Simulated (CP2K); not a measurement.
Consider methyl isocyanate at its PBE geometry (Å).

```xyz
7

C    -0.9124    0.0374    0.0175
N     0.4614    0.4809    0.0840
C     1.5711    0.0086   -0.0170
O     2.7121   -0.3162   -0.0931
H    -1.1213   -0.4650   -0.9374
H    -1.5702    0.9086    0.1048
H    -1.1407   -0.6542    0.8411
```

Method: CP2K XAS_TDP, all-electron GAPW, PBEh(45%), aug-cc-pVDZ, TDA, GW2X-corrected core level, no relativity.

Q: Predict the bright core excitations at the N K edge.

Leading lines: N2 402.07 eV. The leading line of an atom is its first one with 35 % of the strongest within 2.5 eV of its lowest line over the strength cut. Core ionisation energies at this level: N2 406.11 eV.

The first six lines of each atom with a strength over 0.0015:

```
              atom  energy (eV)  states  strength, one atom  above the computed threshold
N2 (bonded to 2 C)       402.07       1              0.0204                              
                         402.79       1              0.0348                              
                         404.69       1              0.0070                              
                         406.09       1              0.0122                              
                         406.34       1              0.0030                           yes
                         406.57       1              0.0032                           yes
```

Lines are vertical, at one geometry, with no vibrational structure. GW2X ionisation energies and lines can be off by 1 to 2 eV either way, and a good line position may hide errors that cancel. These values hold no scalar relativity, about 0.2 eV for N 1s. Rydberg lines, and the discretised continuum above threshold, depend on the basis and the box.

[Banner, clock and machine lines of the logs are left out without a mark of their own.]

[Logs are printed without paths, hosts, clocks, repeated set-up lines and the standing remarks that a program may print on its own settings, such as how far it seeks lower states.]

[Hosts, paths, dates, database ids (printed as entryN), source tags and the programs' standing remarks are cut or masked in the printed files.]
